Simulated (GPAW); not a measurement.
Two runs for the B K edge of atom 5 in Sc3TlB (Pm-3m). Run A: GPAW, LDA, excited-electron core hole (neutral cell), 10-atom cell with 6.4 Å between holes, 7×7×7 k points, dipole transitions, Gaussian full width 0.9 eV up to 4 eV, rising linearly to 3.5 eV at 25 eV, without spin-orbit coupling. Run B differs in one choice.

Energy from the lowest empty level; intensity scaled to a mean of 1 over the first 20 eV:

```csv
E (eV),A,B
-2.0,0.00,0.00
-1.5,0.00,0.00
-1.0,0.00,0.00
-0.5,0.04,0.01
0.0,0.17,0.24
0.5,0.21,0.17
1.0,0.24,0.24
1.5,0.56,0.27
2.0,1.22,1.82
2.5,0.96,0.82
3.0,0.49,0.41
3.5,0.42,0.33
4.0,0.73,0.56
4.5,1.52,1.40
5.0,2.50,2.69
5.5,2.52,3.15
6.0,1.62,1.09
6.5,1.21,1.19
7.0,1.15,1.26
7.5,1.08,0.96
8.0,1.09,1.00
8.5,1.20,1.24
9.0,1.31,1.33
9.5,1.36,1.34
10.0,1.34,1.57
10.5,1.22,1.24
11.0,1.07,0.95
11.5,1.01,0.85
12.0,1.09,0.91
12.5,1.26,1.19
13.0,1.43,1.55
13.5,1.50,1.85
14.0,1.40,1.74
14.5,1.16,1.19
15.0,0.88,0.75
15.5,0.65,0.50
16.0,0.50,0.38
16.5,0.44,0.32
17.0,0.44,0.37
17.5,0.47,0.46
18.0,0.51,0.50
18.5,0.55,0.57
19.0,0.59,0.65
19.5,0.61,0.66
20.0,0.63,0.57
20.5,0.66,0.53
21.0,0.70,0.61
21.5,0.74,0.75
22.0,0.79,0.87
22.5,0.82,0.92
23.0,0.84,0.92
23.5,0.83,0.92
24.0,0.80,0.88
24.5,0.77,0.78
25.0,0.74,0.69
25.5,0.73,0.62
26.0,0.72,0.62
26.5,0.73,0.69
27.0,0.74,0.80
27.5,0.74,0.87
28.0,0.73,0.86
28.5,0.71,0.80
29.0,0.68,0.69
29.5,0.64,0.56
30.0,0.61,0.47
30.5,0.60,0.49
31.0,0.60,0.58
31.5,0.60,0.66
32.0,0.60,0.67
```

Q: What was changed?
a) the plane-wave cutoff
b) the volume of the cell
c) the k mesh of the field
d) the broadening

(d): run B changes the broadening from Gaussian full width 0.9 eV up to 4 eV, rising linearly to 3.5 eV at 25 eV to Gaussian full width 0.5 eV up to 4 eV, rising linearly to 1.5 eV at 25 eV. The scaled spectrum changes by 18 % r.m.s. The highest intensity below 16 eV goes from 5.3 eV (2.69) to 5.3 eV (3.63). Other settings could leave a like mark; this is the one that was changed.

[Banner, clock and machine lines of the logs are left out without a mark of their own.]

[Logs are printed without paths, hosts, clocks, repeated set-up lines and the standing remarks that a program may print on its own settings, such as how far it seeks lower states.]

[Hosts, paths, dates, database ids (printed as entryN), source tags and the programs' standing remarks are cut or masked in the printed files.]

[Lists of maxima count a maximum above −3 eV only where it reaches 4 % of the highest in the window and stands out from its surroundings by 2 % of it (1.5 % where it reaches 55 %); shoulders and weaker maxima are passed over, and of the rest the first, up to two pre-edge ones and the few strongest are named.]
